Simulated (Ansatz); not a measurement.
# What La3AlC (Pm-3m) distorts into, part 2 of 3

Wanted: the energy along a soft mode of La3AlC (Pm-3m) and the structure at the end.

Ansatz 0.2.0; DFT PBEsol, scalar-relativistic, plane waves, PAW; PAW set soft_1.

So far, highest frequency on the path or at a solved wavevector (cm⁻¹): step 2 (phonons on a q mesh) 391. Also lowest frequency on the path (cm⁻¹): step 2 -169.

### Step 5. Energy along the mode, all amplitudes (two of the runs are shown above)

An imaginary frequency means negative curvature, so the energy should fall and then rise again as anharmonic terms take over.

This step gave:

```yaml
depth_at_the_lowest_point_sampled: 0.3 meV/atom
largest_atomic_shift_at_that_point: 0.08 Å
```

Table of energy from the parent by largest atomic shift:

```csv
largest atomic shift (Å),energy from the parent (meV/atom)
0.0000,0
0.0400,-0.142
0.0800,-0.3
0.1400,0.522
0.2200,5.67
```

Displacement at unit largest shift by atom:

```csv
atom,x (Å),y (Å),z (Å),size
La1,0.00,0.00,0.00,0.00
La2,0.00,0.00,0.00,0.00
La3,0.00,0.03,0.00,0.03
La4,0.00,-0.03,0.00,0.03
La5,0.00,-0.20,0.00,0.20
La6,0.00,0.20,0.00,0.20
Al7,0.00,0.00,0.00,0.00
Al8,0.00,0.00,0.00,0.00
C9,0.00,1.00,0.00,1.00
C10,0.00,-1.00,0.00,1.00
```

The lowest of the steps tried is at 0.08 Å, 0.3 meV/atom below the parent; the bottom of the well need not coincide with a step.

### Step 6. Relaxation from the frozen mode

Starting from the lowest point found, all atoms and the cell are let go, so that strain and other modes of the same symmetry can join in.

Contents of input.yaml:

```yaml
crystal:
  lattice:
    - [5.1318379723, 0.0, 0.0]
    - [0.0, 5.1318379723, 0.0]
    - [0.0, 0.0, 10.2636759445]
  atoms:
    - { symbol: La, position: [0.5, 0.5, 0.5] }
    - { symbol: La, position: [0.5, 0.5, 0.0] }
    - { symbol: La, position: [0.5, 0.0004976165, 0.25] }
    - { symbol: La, position: [0.5, -0.0004976165, 0.75] }
    - { symbol: La, position: [0.0, 0.4968743298, 0.25] }
    - { symbol: La, position: [0.0, 0.5031256702, 0.75] }
    - { symbol: Al, position: [0.0, 0.0, 0.0] }
    - { symbol: Al, position: [0.0, 0.0, 0.5] }
    - { symbol: C, position: [0.5, 0.5155889567, 0.25] }
    - { symbol: C, position: [0.5, 0.4844110433, 0.75] }
kpoints:
  mp_grid: { grid: [8, 8, 4] }
hamiltonian:
  xc: pbesol
  pseudopotentials: { kind: paw, azcp: { folder: soft_1 }, xc_functional: pbe }
scf:
  occupations: { method: methfessel_paxton, width: 0.2 }
output:
  forces: true
  stress: true
  eigenvalues: true
relax:
  adjacent_minimum: "off"
  f_tol: 0.002
  max_steps: 120
  cell: { stress_tol: 0.03 }
```

Started as:

```
$ ansatz run input.yaml --threads 4 --pin off --max-ram 10240MiB --backend cpu --events-out ev --progress --plain --runs-dir out
```

Numbers of over 12 decimals in the logs are rounded to 6 here.

Output:

```text
[...]
Crystal: 10 atoms, lattice volume = 270.302 Å³
Basis set: ecut = 420 eV, 5267 PW (Γ), exchange–correlation on 72×72×144 points (8 copies of the dense FFT grid, shifted against one another)
Bands: 50, of which v1, the nominal top of the filled ones, is band 40 counted from 1 (39 counted from 0)
Symmetry: 8 space group operations
[...]
k-points: 75 of 256
[...]
SCF iter   1: F=—  HF=-38515.834511 eV  |F-HF|=—  |Δ(HF+E_count)|=         —  Δρ=4.44e-2  dr2=1.56e1  ethr=3.10e-3  ⟨swp⟩=5.2  Hψ=16380  notcnv=0
[...]
SCF iter   9: F=-38512.889265 eV  HF=-38512.889265 eV  |F-HF|=8.39e-9  |Δ(HF+E_count)|=   4.69e-8  S|Δr|=    0.00e0  Δρ=2.08e-6  dr2=1.79e-8  ethr=1.25e-10  ⟨swp⟩=16.1  Hψ=22486  notcnv=0
SCF 1 converged in 9 iterations: F = -38512.889265 eV  dr2 = 1.79e-8
[...]
relax step   1: F+E_penalty+E_count = -38512.88926487 eV  Δ(F+E_penalty+E_count) = +0.000e0 eV  max|allowed force component| = 7.634e-2 eV/Å  Δτ_max = 0.0000 Å  P = -0.014 GPa  Ω = 270.302 Å³  (9 SCF iters, dr2 threshold 1.00e-7 eV, accepted)
Crystal: 10 atoms, lattice volume = 269.979 Å³
Basis set: ecut = 420 eV, 5251 PW (Γ), exchange–correlation on 72×72×144 points (8 copies of the dense FFT grid, shifted against one another)
[...]
SCF iter   6: F=-38512.891186 eV  HF=-38512.891186 eV  |F-HF|=8.08e-10  |Δ(HF+E_count)|=   8.13e-7  S|Δr|=    0.00e0  Δρ=7.50e-6  dr2=1.71e-7  ethr=4.55e-10  ⟨swp⟩=10.1  Hψ=22928  notcnv=0
SCF 2 converged in 6 iterations: F = -38512.891186 eV  dr2 = 1.71e-7
relax step   2: F+E_penalty+E_count = -38512.89118650 eV  Δ(F+E_penalty+E_count) = -1.922e-3 eV  max|allowed force component| = 1.948e-1 eV/Å  Δτ_max = 0.0471 Å  P = -0.048 GPa  Ω = 269.979 Å³  energy of the carried Pulay correction = +5.922e-5 eV  (6 SCF iters, dr2 threshold 3.64e-7 eV, accepted)
Crystal: 10 atoms, lattice volume = 269.996 Å³
Basis set: ecut = 420 eV, 5243 PW (Γ), exchange–correlation on 72×72×144 points (8 copies of the dense FFT grid, shifted against one another)
[...]
SCF iter   5: F=-38512.896819 eV  HF=-38512.896819 eV  |F-HF|=2.99e-8  |Δ(HF+E_count)|=   8.92e-7  S|Δr|=    0.00e0  Δρ=7.15e-6  dr2=1.91e-7  ethr=1.25e-9  ⟨swp⟩=8.5  Hψ=22822  notcnv=0
SCF 3 converged in 5 iterations: F = -38512.896819 eV  dr2 = 1.91e-7
relax step   3: F+E_penalty+E_count = -38512.89681944 eV  Δ(F+E_penalty+E_count) = -5.633e-3 eV  max|allowed force component| = 6.692e-2 eV/Å  Δτ_max = 0.0305 Å  P = -0.020 GPa  Ω = 269.996 Å³  energy of the carried Pulay correction = +5.623e-5 eV  (5 SCF iters, dr2 threshold 1.00e-6 eV, accepted)
[...]
relax step   4: F+E_penalty+E_count = -38512.89808032 eV  Δ(F+E_penalty+E_count) = -1.261e-3 eV  max|allowed force component| = 7.023e-2 eV/Å  Δτ_max = 0.0193 Å  P = -0.020 GPa  Ω = 269.949 Å³  energy of the carried Pulay correction = +6.479e-5 eV  (6 SCF iters, dr2 threshold 2.80e-7 eV, accepted)
[...]
relax step   5: F+E_penalty+E_count = -38512.90027766 eV  Δ(F+E_penalty+E_count) = -2.197e-3 eV  max|allowed force component| = 7.521e-2 eV/Å  Δτ_max = 0.0341 Å  P = -0.017 GPa  Ω = 269.763 Å³  energy of the carried Pulay correction = +9.907e-5 eV  (6 SCF iters, dr2 threshold 3.08e-7 eV, accepted)
[...]
relax step   6: F+E_penalty+E_count = -38512.90255544 eV  Δ(F+E_penalty+E_count) = -2.278e-3 eV  max|allowed force component| = 2.355e-2 eV/Å  Δτ_max = 0.0319 Å  P = -0.019 GPa  Ω = 269.669 Å³  energy of the carried Pulay correction = +1.163e-4 eV  (6 SCF iters, dr2 threshold 3.54e-7 eV, accepted)
[...]
relax step   7: F+E_penalty+E_count = -38512.90295724 eV  Δ(F+E_penalty+E_count) = -4.018e-4 eV  max|allowed force component| = 1.306e-2 eV/Å  Δτ_max = 0.0141 Å  P = +0.038 GPa  Ω = 269.276 Å³  energy of the carried Pulay correction = +1.887e-4 eV  (6 SCF iters, dr2 threshold 4.72e-8 eV, accepted)
[...]
relax step   8: F+E_penalty+E_count = -38512.90296432 eV  Δ(F+E_penalty+E_count) = -7.083e-6 eV  max|allowed force component| = 2.224e-3 eV/Å  Δτ_max = 0.0095 Å  P = -0.038 GPa  Ω = 269.654 Å³  energy of the carried Pulay correction = +1.191e-4 eV  (6 SCF iters, dr2 threshold 1.13e-8 eV, accepted)
[...]
relax step   9: F+E_penalty+E_count = -38512.90302609 eV  Δ(F+E_penalty+E_count) = -6.177e-5 eV  max|allowed force component| = 7.760e-4 eV/Å  Δτ_max = 0.0010 Å  P = -0.003 GPa  Ω = 269.489 Å³  energy of the carried Pulay correction = +1.494e-4 eV  (5 SCF iters, dr2 threshold 1.03e-8 eV, accepted)
[...]
SCF iter   6: F=-38512.903001 eV  HF=-38512.903001 eV  |F-HF|=7.28e-12  |Δ(HF+E_count)|=  7.28e-12  S|Δr|=    0.00e0  Δρ=2.69e-8  dr2=2.61e-12  ethr=1.00e-12  ⟨swp⟩=5.0  Hψ=14844  notcnv=0
SCF 10 converged in 6 iterations: F = -38512.903001 eV  dr2 = 2.61e-12
relax step  10: F+E_penalty+E_count = -38512.90300130 eV  Δ(F+E_penalty+E_count) = +2.479e-5 eV  max|allowed force component| = 8.263e-4 eV/Å  Δτ_max = 0.0000 Å  P = -0.003 GPa  Ω = 269.489 Å³  stress off target by 1.38e-2 GPa  SCF on the basis re-selected at this cell (its energy is not comparable with the rows above)  (6 SCF iters)
basis re-selected at this cell: Δ(F+E_penalty+E_count) = +2.479e-5 eV, ΔP = -0.000 GPa vs the last step (what re-selecting the basis moved, of the pressure what is left beyond the Pulay correction that the steps carried, after the strain that the cell walked since its last selection, with what the two solves' SCF thresholds leave and, on support functions, any second-order correction that the steps lacked; it is no m [...]
SCF converged after 6 iterations
[...]
Free energy (F): -38512.903001 eV
[...]
Internal energy: -38512.893604 eV  (E = F + TS)
E sigma→0 (E₀):  -38512.900652 eV
Entropy (-TS):   -0.009397 eV (-0.940 meV/atom)
Fermi energy:    9.900534 eV
Step filling:    the computed levels leave a gap of 0.0000 eV = 0.0 smearing widths at the electron count; against every level under it full and every level over it empty, smearing changes F+E_penalty+E_count by -10.222 meV and its σ→0 estimate by -7.873 meV
[...]
--- Forces (eV/Å), atoms counted from 1 ---
  atom   1  La    -0.00000000     0.00000000     0.00000000
  atom   2  La    -0.00000000     0.00000000    -0.00000000
  atom   3  La     0.00000000    -0.00069230     0.00000000
  atom   4  La     0.00000000     0.00069230     0.00000000
  atom   5  La     0.00000000     0.00082626     0.00000000
  atom   6  La     0.00000000    -0.00082626     0.00000000
  atom   7  Al     0.00000000     0.00000000    -0.00000000
  atom   8  Al     0.00000000    -0.00000000     0.00000000
  atom   9  C      0.00000000     0.00006512     0.00000000
  atom  10  C      0.00000000    -0.00006512     0.00000000
  max |Σ_I F_I| component: 1.08e-19 eV/Å
--- Stress (GPa, compression-positive) ---
       -0.013751       0.000000       0.000000
        0.000000       0.001684       0.000000
        0.000000       0.000000       0.002419
  P = ⅓ Tr σ = -0.0032 GPa (-0.032 kbar)
--- Band table (eV; the first three rows and the last of 75) ---
  k-point 0: bands = [... 36 lower, 9.4142, 9.5441, 9.5857, 9.9566, 10.0362, 10.1394, 10.5835, 10.6473, ... 6 higher]
  k-point 1: bands = [... 36 lower, 9.4519, 9.5476, 9.6106, 9.8201, 9.9935, 10.2032, 10.3245, 10.5392, ... 6 higher]
  k-point 2: bands = [... 36 lower, 9.5322, 9.5322, 9.7553, 9.7553, 9.9581, 9.9581, 10.3750, 10.3750, ... 6 higher]
  k-point 74: bands = [... 36 lower, 9.4415, 9.4415, 9.6193, 9.6193, 11.2566, 11.2566, 11.3242, 11.3242, ... 6 higher]
--- Relaxed structure (9 steps of the walk, 9 accepted, 1 SCFs on fresh bases) ---
  F+E_penalty+E_count = -38512.90300130 eV   max|allowed force component| = 8.263e-4 eV/Å   (the final SCF, on the basis selected at the relaxed cell)
  cell:  # Å, volume = 269.4893 Å³
    - [5.056396, 0.0, 0.0]
    - [0.0, 5.172471, 0.0]
    - [0.0, 0.0, 10.303917]
  atoms:
    - { symbol: La, position: [0.5, 0.5, 0.500000] }
    - { symbol: La, position: [0.5, 0.5, 0] }
    - { symbol: La, position: [0.5, -0.00604011, 0.250000] }
    - { symbol: La, position: [0.5, 0.00604011, 0.750000] }
    - { symbol: La, position: [0, 0.470534, 0.250000] }
    - { symbol: La, position: [0, 0.529466, 0.750000] }
    - { symbol: Al, position: [0, 2.0704436398244125e-19, 0] }
    - { symbol: Al, position: [0, 2.0704436398244125e-19, 0.500000] }
    - { symbol: C, position: [0.5, 0.518364, 0.250000] }
    - { symbol: C, position: [0.5, 0.481636, 0.750000] }
```

Run time: 3.1 min. Hardware: 4 threads of Arm Neoverse V2, shared host; peak memory 1.3 GiB; 12 min of CPU time.

The steps of the relaxation:

```csv
step,energy less that of the first step (eV),largest force component (eV/Å),pressure (GPa),volume (Å³)
1,0.0000,0.0763,-0.01,270.30
2,-0.0019,0.1948,-0.05,269.98
3,-0.0076,0.0669,-0.02,270.00
4,-0.0088,0.0702,-0.02,269.95
5,-0.0110,0.0752,-0.02,269.76
6,-0.0133,0.0235,-0.02,269.67
7,-0.0137,0.0131,0.04,269.28
8,-0.0137,0.0022,-0.04,269.65
9,-0.0138,0.0008,0.00,269.49
10*,-0.0137,0.0008,0.00,269.49
```

Relaxation steps marked * repeat the geometry before them on a plane-wave basis chosen anew for their cell, so energy and pressure can jump there.

Forces are held to the 8 operations that the run works with; a distortion that breaks them can't arise in this run.

| cell as run | before | after | change |
| --- | --- | --- | --- |
| a (Å) | 5.132 | 5.056 | -1.5 % |
| b (Å) | 5.132 | 5.172 | +0.8 % |
| c (Å) | 10.264 | 10.304 | +0.4 % |
| volume (Å³/atom) | 27.03 | 26.95 | -0.3 % |

The atoms that moved most (Å, as changes of fractional coordinates times the final cell):

| atom | dx | dy | dz | length |
| --- | --- | --- | --- | --- |
| La6 | 0.000 | 0.136 | 0.000 | 0.136 |
| La5 | 0.000 | -0.136 | 0.000 | 0.136 |
| La4 | 0.000 | 0.034 | 0.000 | 0.034 |
| La3 | 0.000 | -0.034 | 0.000 | 0.034 |
| C10 | 0.000 | -0.014 | 0.000 | 0.014 |
| C9 | 0.000 | 0.014 | 0.000 | 0.014 |

This step gave:

* pressure: -0.003216 GPa
* volume per atom: 26.95 Å³

The distorted start has space group Pmma; the relaxation ends in Pmma.

### Step 7. The new phase in its own primitive cell

The relaxed structure is symmetrised, reduced to its primitive cell and relaxed tightly, as its phonons need.

input.yaml, the sections that differ from step 6:

```yaml
crystal:
  lattice:
    - [10.3039172072, 0.0, 0.0]
    - [0.0, 5.0563962786, 0.0]
    - [0.0, 0.0, 5.1724707942]
  atoms:
    - { symbol: La, position: [0.5, 0.5, 0.5] }
    - { symbol: La, position: [0.0, 0.5, 0.5] }
    - { symbol: La, position: [0.25, 0.5, 0.9939598892] }
    - { symbol: La, position: [0.75, 0.5, 0.0060401108] }
    - { symbol: La, position: [0.25, 0.0, 0.4705344061] }
    - { symbol: La, position: [0.75, 0.0, 0.5294655939] }
    - { symbol: Al, position: [0.0, 0.0, 0.0] }
    - { symbol: Al, position: [0.5, 0.0, 0.0] }
    - { symbol: C, position: [0.25, 0.5, 0.5183640697] }
    - { symbol: C, position: [0.75, 0.5, 0.4816359303] }
kpoints:
  mp_grid: { grid: [4, 8, 8] }
relax:
  adjacent_minimum: "off"
  f_tol: 0.001
  max_steps: 60
  cell: { stress_tol: 0.01 }
# hamiltonian, scf, output: as in step 6
```

Output:

```text
[...]
Crystal: 10 atoms, lattice volume = 269.489 Å³
Basis set: ecut = 420 eV, 5267 PW (Γ), exchange–correlation on 144×72×72 points (8 copies of the dense FFT grid, shifted against one another)
Bands: 50, of which v1, the nominal top of the filled ones, is band 40 counted from 1 (39 counted from 0)
Symmetry: 8 space group operations
[...]
k-points: 75 of 256
[...]
atoms:
    - { symbol: La, position: [0.5, 0.5, 0.5] }
    - { symbol: La, position: [0, 0.5, 0.5] }
    - { symbol: La, position: [0.25, 0.5, 0.993953] }
    - { symbol: La, position: [0.75, 0.5, 0.00604676] }
    - { symbol: La, position: [0.25, 0, 0.470555] }
    - { symbol: La, position: [0.75, 0, 0.529445] }
    - { symbol: Al, position: [0, 0, 0] }
    - { symbol: Al, position: [0.5, 0, 0] }
    - { symbol: C, position: [0.25, 0.5, 0.518374] }
    - { symbol: C, position: [0.75, 0.5, 0.481626] }
[key lines of the parts left out:]
SCF converged after 7 iterations
Free energy (F): -38512.903004 eV
Fermi energy:    9.901032 eV
P = ⅓ Tr σ = -0.0006 GPa (-0.006 kbar)
```

Run time: 81 s. Hardware: 4 threads; peak memory 1.2 GiB.

Little changed from the start: no atom moved by 0.005 Å and no cell edge by 0.1 %.

Numbers from this step:

```
pressure : -5.80e-4 GPa
```

The largest force component left is 0.61 meV/Å and the pressure is -0.001 GPa, within the tolerances set. The cell now holds 26.95 Å³/atom.

(Continued in part 3 of 3.)

[Logs are printed without paths, hosts, clocks, repeated set-up lines and the standing remarks that a program may print on its own settings, such as how far it seeks lower states.]

[Hosts, paths, dates, database ids (printed as entryN), source tags and the programs' standing remarks are cut or masked in the printed files.]
